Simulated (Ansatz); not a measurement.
# Sb on Ru(0001), hcp start, 2x2 cell: photoemission fingerprints, part 3 of 4

Aim: how the adsorbate changes the work function, the valence spectrum and the core levels in Sb on Ru(0001), hcp start, 2x2 cell. Spin–orbit coupling is left out of the bands throughout.

Ansatz 0.2.0; DFT, PBE, plane-wave PAW, scalar-relativistic; PAW set soft_1.

So far, work function, upper face (eV): step 2 (the clean face) 5.03; step 3 (relaxing the atoms) 4.67.

## Step 4: Bands by layer (continued)

Maxima picked by a test of local sharpness, so broad peaks and shoulders can be missing; peaks within 0.45 eV of a curve's cut are left out. Valence peaks, by row:

```
photon energy (eV)  binding energy (eV)  height (% of the maximum within 13 eV)  main shell  its share (%)
              21.2                  5.1                                   64.06       Ru 4d          99.44
              21.2                  4.1                                   74.39       Ru 4d           99.3
              21.2                 3.45                                   59.24       Ru 4d           98.6
              21.2                  2.7                                   93.18       Ru 4d          97.45
              21.2                 2.05                                     100       Ru 4d          97.93
              21.2                 0.45                                   59.24       Ru 4d           96.6
               100                 28.4                                    5539       Sb 4d            100
               100                 8.95                                     100       Sb 5s          92.73
               100                  5.1                                   60.55       Ru 4d          80.72
               100                 4.35                                   64.58       Ru 4d          87.73
               100                 4.15                                   65.04       Ru 4d          89.42
               100                  2.7                                   89.44       Ru 4d          81.67
               100                 2.05                                   90.48       Ru 4d          85.64
               100                 0.45                                   56.72       Ru 4d          80.76
              1487                 28.4                                   471.9       Sb 4d          99.98
              1487                 8.95                                   13.96       Sb 5s          78.43
              1487                  5.1                                   65.27       Ru 4d          95.52
              1487                 4.15                                   73.78       Ru 4d          97.76
              1487                  3.5                                   59.56       Ru 4d          97.02
              1487                  2.7                                   91.24       Ru 4d          96.32
              1487                    2                                     100       Ru 4d          96.98
              1487                  0.4                                   58.79       Ru 4d          95.66
              2150                 28.4                                   470.8       Sb 4d          99.98
              2150                 8.95                                   18.71       Sb 5s          82.81
              2150                 5.15                                   65.66       Ru 4d          93.33
              2150                 4.15                                    73.4       Ru 4d          96.74
              2150                  3.5                                   59.55       Ru 4d          95.74
              2150                  2.7                                   91.06       Ru 4d          94.89
              2150                    2                                     100       Ru 4d           95.8
              2150                  0.4                                   59.04       Ru 4d          93.98
              5415                 28.4                                   457.2       Sb 4d          99.98
              5415                 8.95                                   53.39       Sb 5s          90.43
              5415                 5.15                                   70.48       Ru 4d          79.41
              5415                 4.35                                   73.01       Ru 4d          87.37
              5415                 4.15                                   72.41       Ru 4d          89.77
              5415                 3.45                                   60.05       Ru 4d          87.05
              5415                  2.7                                    91.4       Ru 4d          86.37
              5415                 1.95                                     100       Ru 4d          88.01
              5415                  0.4                                   60.51       Ru 4d          84.34
```

The planar mean, electrostatic potential oscillates, so the rows of the table below give means over windows of 1 Å about each position, cut where the curve ends. Its maxima inside the range that stand out by 2 % of the span (Å: eV): 8.5: -1.69, 10.7: -1.92, 12.9: -2.24, 15.1: 0.226. Its minima: 7.5: -27.0, 9.7: -27.2, 11.7: -27.3, 13.9: -27.1, 15.9: -1.64.

From the Fermi level. The planar mean, electrostatic potential by z; means over each step:

| z (Å) | planar mean, electrostatic potential (eV) |
| --- | --- |
| 0 | 4.89 |
| 1 | 5.02 |
| 2 | 5.08 |
| 3 | 5.08 |
| 4 | 5.07 |
| 5 | 4.94 |
| 6 | 3.23 |
| 7 | -14.6 |
| 8 | -14.9 |
| 9 | -11.8 |
| 10 | -18.6 |
| 11 | -8.93 |
| 12 | -21.2 |
| 13 | -7.32 |
| 14 | -22.2 |
| 15 | -2.07 |
| 16 | -1.22 |
| 17 | 2.59 |
| 18 | 4.51 |
| 19 | 4.66 |
| 20 | 4.67 |
| 21 | 4.67 |
| 22 | 4.68 |
| 23 | 4.77 |

Shapes are the site's partial DOS without matrix elements, which overweights lines from ligand s bands. Intensity, Ru L-beta2 against emission energy less the core level's binding energy, zero at the Fermi level; read off at these points:

```
emission energy less the core level's binding energy (eV)  intensity, Ru L-beta2 (% of the unpolarised maximum)
                                                    -29.0                                                 0.324
                                                    -28.0                                                 0.351
                                                    -27.0                                                 0.376
                                                    -26.0                                                 0.407
                                                    -25.0                                                 0.444
                                                    -24.0                                                 0.488
                                                    -23.0                                                 0.538
                                                    -22.0                                                 0.597
                                                    -21.0                                                 0.666
                                                    -20.0                                                 0.748
                                                    -19.0                                                 0.847
                                                    -18.0                                                 0.966
                                                    -17.0                                                  1.11
                                                    -16.0                                                  1.30
                                                    -15.0                                                  1.53
                                                    -14.0                                                  1.84
                                                    -13.0                                                  2.25
                                                    -12.0                                                  2.83
                                                    -11.0                                                  3.68
                                                    -10.0                                                  5.04
                                                     -9.0                                                  7.31
                                                     -8.0                                                  11.1
                                                     -7.0                                                  20.2
                                                     -6.0                                                  42.4
                                                     -5.0                                                  70.0
                                                     -4.0                                                  85.1
                                                     -3.0                                                  95.0
                                                     -2.3                                                  99.9
                                                     -2.0                                                  99.1
                                                     -1.0                                                  80.4
                                                      0.0                                                  49.3
                                                      1.0                                                  23.2
```

Sums over each group's atoms; left-over states aren't shared out by site. Site centres, by row:

```
       group  element  shell  occupied states  centre of occupied part (eV)  centre up to the window's top (eV)
   adsorbate       Sb     5s            1.824                        -7.907                              -7.891
   adsorbate       Sb     5p            3.094                        -1.974                              -1.715
   adsorbate       Sb     4d            9.996                        -28.38                              -28.38
     layer 1       Ru     5s            2.812                        -4.105                              -3.848
     layer 1       Ru     4d            28.64                        -2.708                              -2.338
     layer 2       Ru     5s            2.798                        -4.591                              -4.349
     layer 2       Ru     4d             28.4                        -3.166                              -2.798
     layer 3       Ru     5s            2.832                        -4.554                              -4.352
     layer 3       Ru     4d            28.35                         -3.16                              -2.749
other layers       Ru     5s            2.987                         -3.21                              -2.842
other layers       Ru     4d            28.54                        -2.425                              -2.023
```

Window up to 0.8 eV. Shell moments, by row:

```csv
element,shell,occupied states an atom,centre of occupied part (eV),rms width of occupied part (eV),centre up to the window's top (eV),rms width up to the window's top (eV)
Sb,5s,1.824,-7.907,2.24,-7.891,2.268
Sb,5p,3.094,-1.974,1.354,-1.715,1.478
Sb,4d,9.996,-28.38,0.5628,-28.38,0.5813
Ru,5s,0.7144,-4.101,2.124,-3.816,2.333
Ru,5p*,0.1719,-2.643,1.84,-2.295,1.987
Ru,4d,7.121,-2.864,1.635,-2.471,1.873
```

Recipe: projected DOS times atomic cross section and asymmetry factor (unpolarised light, 60° from the beam), occupied states only, Fermi edge at 300 K, a Lorentzian width of 0.1 eV growing by 0 eV per eV of binding energy, and a resolution of 0.1 eV. Each atom is damped by exp[−depth/(λ cos θ)], θ = 60° from the normal, λ from the universal curve. Curves are cut 10 eV under the photon energy, above any shell that the free atom's threshold puts out of reach, or at the lower edge of the window: 11.2 eV at 21.2 eV, 30 eV at 100 eV, 30 eV at 1486.7 eV, 30 eV at 2150 eV and 30 eV at 5414.7 eV. A star in tables and legends marks shells that hold the states left over by the projection (1.2 % of the filled ones), a stand-in for orbitals that the files don't project on. Matrix elements of the solid and inelastic losses aren't modelled, nor non-dipole terms, which matter above 3 keV.

How the area divides among the shells (%):

```
shell  21.2 eV  100 eV  1486.7 eV  2150 eV  5414.7 eV
Sb 5s      0.0     2.0        1.0      1.4        4.3
Sb 5p      1.9     1.3        1.2      1.5        3.3
Sb 4d      0.0    83.6       31.0     30.8       28.8
Ru 5s      0.0     1.0        1.3      2.0        6.5
Ru 4d     97.9    12.2       65.5     64.2       56.7
```

Cross sections used, in Mb an electron:

| shell | 21.2 eV | 100 eV | 1486.7 eV | 2150 eV | 5414.7 eV |
| --- | --- | --- | --- | --- | --- |
| Sb 5s | 0.016 | 0.037 | 7.3e-4 | 3.7e-4 | 6.4e-5 |
| Sb 5p | 0.97 | 0.016 | 5.0e-4 | 2.4e-4 | 3.0e-5 |
| Sb 4d | - | 0.29 | 0.0043 | 0.0016 | 8.5e-5 |
| Ru 5s | 0.017 | 0.015 | 2.4e-4 | 1.2e-4 | 2.0e-5 |
| Ru 4d | 3.8 | 0.021 | 0.0013 | 4.3e-4 | 1.9e-5 |

Regions along c: top from 13.0 to 20.0 Å, middle from 10.2 to 13.0 Å, bottom from 3.5 to 10.2 Å.

The largest force component on a free atom is 0.110 eV/Å, so the geometry isn't quite at rest for these settings. At the Fermi level the DOS is 19.45 states/eV a cell, and on the broadened curves Ru 4d holds 90 % of the total there.

## Step 5: A slab without images along the normal

Cutting the Coulomb interaction along the normal removes the images by another route.

Contents of input.yaml:

```yaml
crystal:
  lattice:
    - [5.44, 0.0, 0.0]
    - [2.72, 4.7111781966, 0.0]
    - [0.0, 0.0, 23.17]
  atoms:
    - { symbol: Sb, position: [0.3334717632, 0.3333314363, 0.6899245482] }
    - { symbol: Ru, position: [5.0482e-06, -2.3e-08, 0.5980261659] }
    - { symbol: Ru, position: [0.5081332205, -0.0162625475, 0.5996797715] }
    - { symbol: Ru, position: [-0.0162067613, 0.5081042498, 0.5996827356] }
    - { symbol: Ru, position: [0.5081588824, 0.5081567161, 0.5996770163] }
    - { symbol: Ru, position: [0.8331483173, 0.3337104289, 0.5081923017] }
    - { symbol: Ru, position: [0.3333320951, 0.3333335207, 0.5088969519] }
    - { symbol: Ru, position: [0.833148018, 0.8331444644, 0.508195579] }
    - { symbol: Ru, position: [0.3337132501, 0.833145135, 0.508188833] }
    - { symbol: Ru, position: [0.0, 0.0, 0.416055244] }
    - { symbol: Ru, position: [0.5, 0.0, 0.416055244] }
    - { symbol: Ru, position: [0.0, 0.5, 0.416055244] }
    - { symbol: Ru, position: [0.5, 0.5, 0.416055244] }
    - { symbol: Ru, position: [0.833333333, 0.333333333, 0.323694432] }
    - { symbol: Ru, position: [0.333333333, 0.333333333, 0.323694432] }
    - { symbol: Ru, position: [0.833333333, 0.833333333, 0.323694432] }
    - { symbol: Ru, position: [0.333333333, 0.833333333, 0.323694432] }
  periodic: [true, true, false]
kpoints:
  mp_grid: { grid: [12, 12, 1] }
scf:
  occupations: { method: fermi_dirac, width: 0.05 }
  n_extra_bands: 17
hamiltonian:
  xc: pbe
  pseudopotentials: { kind: paw, azcp: { folder: soft_1 } }
output:
  forces: true
  write_potential: true
  volumetric_format: []
  dos:
    projected:
      site_lists:
        adsorbate: [0]
        layer_1: [1, 2, 3, 4]
        layer_2: [5, 6, 7, 8]
        layer_3: [9, 10, 11, 12]
        other_layers: [13, 14, 15, 16]
    de: 0.05
    e_range: [-30, 12]
    method: { smearing: { sigma: 0.15, scheme: gaussian } }
```

Command:

```bash
ansatz run input.yaml --threads 8 --pin off --max-ram 40960MiB --backend cuda --events-out ev --progress --plain --runs-dir out
```

Numbers of over 12 decimals in the logs are rounded to 6 here.

What it wrote:

```text
Warning: crystal.periodic: the lattice vector that does not repeat stood 0.000° off the slab's normal, 23.170 Å along it as the deck builds it. The run solves the slab on a vector along the normal, 40.771 Å long, with every atom where it was (on the deck's vector they left 14.68 Å outside them, and the widest stretch free of ions among them is 2.14 Å). A fractional position that the run reports is one of the run's ce [...]
[...]
SCF 1 converged in 11 iterations: F = -100537.526631 eV  dr2 = 2.71e-8
[...]
SCF converged after 11 iterations
[...]
the weakly bound empty levels are not read free of the cell's end (no_gap_told)
```

It took 9.5 s on 1 × NVIDIA GB200 with 8 threads of Arm Neoverse V2, shared host; peak memory 1.9 GiB; 49 s of CPU time.

Numbers from this step:

```yaml
free_energy: -100537.5266 eV
energy_at_zero_smearing: -100537.4475 eV
fermi_energy: -4.875 eV
```

The planar mean, electrostatic potential oscillates, so the rows of the table below give means over windows of 1 Å about each position, cut where the curve ends. Its maxima inside the range that stand out by 2 % of the span (Å: eV): 8.5: -1.87, 10.8: -2.01, 12.9: -2.21, 15.1: 0.279. Its minima: 7.5: -27.1, 9.6: -27.4, 11.8: -27.4, 13.9: -27.1, 16.0: -1.65.

From the Fermi level. Planar mean, electrostatic potential against z; means over each step:

| z (Å) | planar mean, electrostatic potential (eV) |
| --- | --- |
| 0 | 5.08 |
| 1 | 5.08 |
| 2 | 5.08 |
| 3 | 5.08 |
| 4 | 5.07 |
| 5 | 4.94 |
| 6 | 3.23 |
| 7 | -14.6 |
| 8 | -15.0 |
| 9 | -11.8 |
| 10 | -18.7 |
| 11 | -8.88 |
| 12 | -21.3 |
| 13 | -7.33 |
| 14 | -22.2 |
| 15 | -2.12 |
| 16 | -1.21 |
| 17 | 2.58 |
| 18 | 4.51 |
| 19 | 4.66 |
| 20 | 4.67 |
| 21 | 4.67 |
| 22 | 4.67 |
| 23 | 4.67 |
| 24 | 4.67 |
| 25 | 4.67 |
| 26 | 4.67 |
| 27 | 4.67 |
| 28 | 4.67 |
| 29 | 4.67 |
| 30 | 4.67 |
| 31 | 4.67 |
| 32 | 4.83 |
| 33 | 5.07 |
| 34 | 5.08 |
| 35 | 5.08 |
| 36 | 5.08 |
| 37 | 5.08 |
| 38 | 5.08 |
| 39 | 5.08 |
| 40 | 5.08 |

Side by side:

```
                               quantity  this run  base run  difference
DOS at the Fermi level (states/eV/cell)    19.454    19.454     -2.0e-4
```

The work function move by 0.00 eV at most against the base run, so this change doesn't matter for them.

## Step 6: Z+1 stand-in on atom 2

System of this step: SbRu15Rh. The cell holds 17 atoms: 1 Sb, 1 Rh and 15 Ru. Cell: a = 5.440 Å, b = 5.440 Å, c = 23.170 Å, α = 90.0°, β = 90.0°, γ = 60.0°. It derives from Ru. Regions: ad, 1 atom (1 Sb); L1, 4 atoms (1 Rh and 3 Ru); L2, 4 atoms (4 Ru); L3, 4 atoms (4 Ru); rest, 4 atoms (4 Ru). Vacuum lies along c.

An atom with a screened core hole acts much like the next element, so total energies with that element on different sites give core-level shifts.

input.yaml: that of step 5 with these lines changed.

```diff
@@ -7,3 +7,3 @@
     - { symbol: Sb, position: [0.3334717632, 0.3333314363, 0.6899245482] }
-    - { symbol: Ru, position: [5.0482e-06, -2.3e-08, 0.5980261659] }
+    - { symbol: Rh, position: [5.0482e-06, -2.3e-08, 0.5980261659] }
     - { symbol: Ru, position: [0.5081332205, -0.0162625475, 0.5996797715] }
@@ -23,3 +23,2 @@
     - { symbol: Ru, position: [0.333333333, 0.833333333, 0.323694432] }
-  periodic: [true, true, false]
 kpoints:
@@ -28,3 +27,3 @@
   occupations: { method: fermi_dirac, width: 0.05 }
-  n_extra_bands: 17
+  n_extra_bands: 16
 hamiltonian:
@@ -36,12 +35,4 @@
   volumetric_format: []
-  dos:
-    projected:
-      site_lists:
-        adsorbate: [0]
-        layer_1: [1, 2, 3, 4]
-        layer_2: [5, 6, 7, 8]
-        layer_3: [9, 10, 11, 12]
-        other_layers: [13, 14, 15, 16]
-    de: 0.05
-    e_range: [-30, 12]
-    method: { smearing: { sigma: 0.15, scheme: gaussian } }
+efield:
+  axis: 3
+  dipole_correction: true
```

What it wrote:

```text
[...]
Crystal: 17 atoms, lattice volume = 593.820 Å³
Basis set: ecut = 420 eV, 11531 PW (Γ), exchange–correlation on 80×80×320 points (8 copies of the dense FFT grid, shifted against one another)
Bands: 152, of which v1, the nominal top of the filled ones, is band 136 counted from 1 (135 counted from 0)
Symmetry: 1 space group operations
[...]
k-points: 74 of 144 (time reversal used)
[...]
SCF iter   1: F=—  HF=-101071.998988 eV  |F-HF|=—  |Δ(HF+E_count)|=         —  Δρ=7.05e-2  dr2=4.08e1  ethr=3.10e-3  p=0.000 e·Å  D=1.65e-6 V/Å  ΔV_dip=-0.00 eV  dr2_dipole=6.67e-1  V_vac-E_F(+/−)=5.90/5.90 eV  ⟨swp⟩=7.5  Hψ=45798  notcnv=0
[...]
SCF iter   6: F=—  HF=-101061.969306 eV  |F-HF|=—  |Δ(HF+E_count)|=   1.81e-3  Δρ=3.01e-4  dr2=8.76e-4  ethr=2.75e-6  p=0.065 e·Å  D=2.00e-2 V/Å  ΔV_dip=-0.46 eV  dr2_dipole=2.38e-4  V_vac-E_F(+/−)=4.66/5.12 eV  ⟨swp⟩=2.9  Hψ=20260  notcnv=0  defer=1
[...]
SCF 1 converged in 11 iterations: F = -101061.968539 eV  dr2 = 2.71e-8
[...]
SCF converged after 11 iterations
[...]
```

The job ended after 7.2 s (1 × NVIDIA GB200 with 8 threads; peak memory 1.5 GiB).

Numbers from this step:

| Item | Value |
| --- | --- |
| free energy | -101061.9685 eV |
| energy at zero smearing | -101061.8840 eV |
| smearing term TS | 0.1690 eV |
| Fermi energy | 6.188 eV |

[end of part 3 of 4]

[Logs are printed without paths, hosts, clocks, repeated set-up lines and the standing remarks that a program may print on its own settings, such as how far it seeks lower states.]

[Hosts, paths, dates, database ids (printed as entryN), source tags and the programs' standing remarks are cut or masked in the printed files.]

[Maps of the electrostatic potential energy from Ansatz leave out the sawtooth potential of an applied field or a dipole correction, so their vacuum need not be flat; work functions include it.]
